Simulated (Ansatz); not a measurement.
# GaP (F-43m): refractive index against wavelength

The refractive index of GaP (F-43m) below the direct gap (1.83 eV on the mesh) is read from one computed spectrum, n = √(Re ε).

It takes space group F-43m (No. 216, cubic). Conventional cell: a = 5.451 Å, b = 5.451 Å, c = 5.451 Å, α = 90.00°, β = 90.00°, γ = 90.00°. Around Ga on site a lie 4 P at 2.36 Å. P on site c is surrounded by 4 Ga at 2.36 Å.

Method: Ansatz 0.2.0, PBE, independent particles, k-mesh 10×10×10 with interpolation inside its cells, Gaussian parameter 0.1 eV.

Launch of the response step: `ansatz run input.yaml --threads 2 --pin off --max-ram 5120MiB --backend cpu --events-out ev --progress --plain --runs-dir out`. The run took 17 s, on 2 threads of Intel(R) Xeon(R) Platinum 8488C (Sapphire Rapids), on a shared host.

| wavelength (nm) | photon energy E (eV) | n |
| --- | --- | --- |
| 3000 | 0.413 | 3.3162 |
| 2000 | 0.620 | 3.3362 |
| 1550 | 0.800 | 3.3609 |
| 1310 | 0.946 | ? |
| 1064 | 1.165 | 3.4370 |

In the single-oscillator model n² − 1 = E₀E_d/(E₀² − E²), so 1/(n² − 1) = E₀/E_d − E²/(E₀E_d) is linear in E².

Working, on the rows shown:

| x = E² (eV²) | y = 1/(n² − 1) |
| --- | --- |
| 0.170801 | 0.100028 |
| 0.384302 | 0.0987144 |
| 0.639837 | 0.0971284 |
| 1.35784 | 0.0924815 |

Means: x̄ = 0.6382, ȳ = 0.097088. Σ(x − x̄)(y − ȳ) = -0.005102, Σ(x − x̄)² = 0.8008. Slope = -0.005102 / 0.8008 = -0.006371; intercept = ȳ − slope · x̄ = 0.10115. Turned back into n, the line misses the rows shown by at most 0.0008.

**Question.** Fill in the last column of the withheld row.

**Answer.** At x = 0.89576 the line gives y = 0.095447, that is 3.3878. The run gave 3.3871, so the interpolation is off by 0.00067, 0.6 % of the range in the table.

Refitted with all rows, the slope is -0.006361 and the intercept 0.10116. These give E₀ = √(intercept/−slope) = 3.99 eV and E_d = E₀/intercept = 39.4 eV; E₀ is 2.2 times the direct gap. The electronic limit at long wavelengths, without lattice vibrations, is n = √(1 + 1/intercept) = 3.299. Excitons are left out and so are local fields; PBE gaps are as a rule too small. Spin-orbit coupling is left out.
